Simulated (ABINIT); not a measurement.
Entries from a set of simulations; values are calculated unless marked as measured.

**Quasiparticle gap of TePb (Fm-3m) in ABINIT**

Symmetry: Fm-3m, No. 225, cubic system. The conventional cell has a = 6.462 Å, b = 6.462 Å, c = 6.462 Å, α = 90.00°, β = 90.00°, γ = 90.00°. Te has 6 Pb at 3.23 Å nearest. Nearest to Pb lie 6 Te at 3.23 Å. Farther neighbours, and contacts between anions beyond the nearest, are not listed.

| Property | Result |
| --- | --- |
| method | RPA screening on PBE, plane waves, norm-conserving pseudopotentials (and 2 further levels or steps) |
| program | ABINIT 10.8.3 |
| settings | cutoff 39 Ha, PseudoDojo scalar-relativistic 0.4 stringent, norm-conserving, ngkpt (4, 4, 4), nband 176, ecuteps 6 Ha, inclvkb 2, shiftk (0, 0, 0), symchi 1, awtr 1, frequency ppm, 4×4×4 k-mesh |
| cost | 5 runs, 1.7 min in all on 8 MPI ranks of AMD EPYC 9R45, shared host |
| notes | The cell and positions come from the Crystallography Open Database and are kept as given unless a step says otherwise. Limits: mesh may overstate the screening; no spin-orbit coupling. The 4×4×4 mesh is coarse for this cell, which bears on the long-range parts of exchange and screening. The RPA ε∞ on this mesh reaches over 25; with a narrow direct gap a coarse mesh can overstate it, and the correction is then too small. |
| PBE gap | 0.74 eV, direct |
| G0W0 gap on the mesh | 0.89 eV |
| GW settings | 4×4×4 mesh, 176 bands, screening to 163.3 eV, Godby-Needs plasmon pole |

G0W0 moves the gap on the mesh from 0.74 eV to 0.89 eV (+0.16 eV), with Z of 0.80 and 0.81 at the edges. Local fields lower the RPA ε∞ on this mesh from 41.24 to 38.56.

[Paths, hosts, dates, memory and timing lines, banners, echoed tables and standing remarks are left out of the program output; an Ansatz launch command may be rebuilt from the run's recorded settings. Measured values are a selection of at most five: reports struck by readers or far from the other reports are left out. None is set beside runs whose start may be inverted or whose files or cutoffs have a known fault.]

[Runs of the session that timed out or met a known fault of the program may be left out.]

[Hosts, paths, dates, database ids (printed as entryN), source tags and the programs' standing remarks are cut or masked in the printed files.]

[G0W0 gaps are taken among the corrected bands and points alone; a level outside them can change the order at an edge.]

[Where Ansatz stands beside ABINIT at settings called matched, ABINIT's density can come from a denser mesh and the files from another edition; pairs whose starting gaps differed by over 0.03 eV were left out, so agreement reads better than it is.]
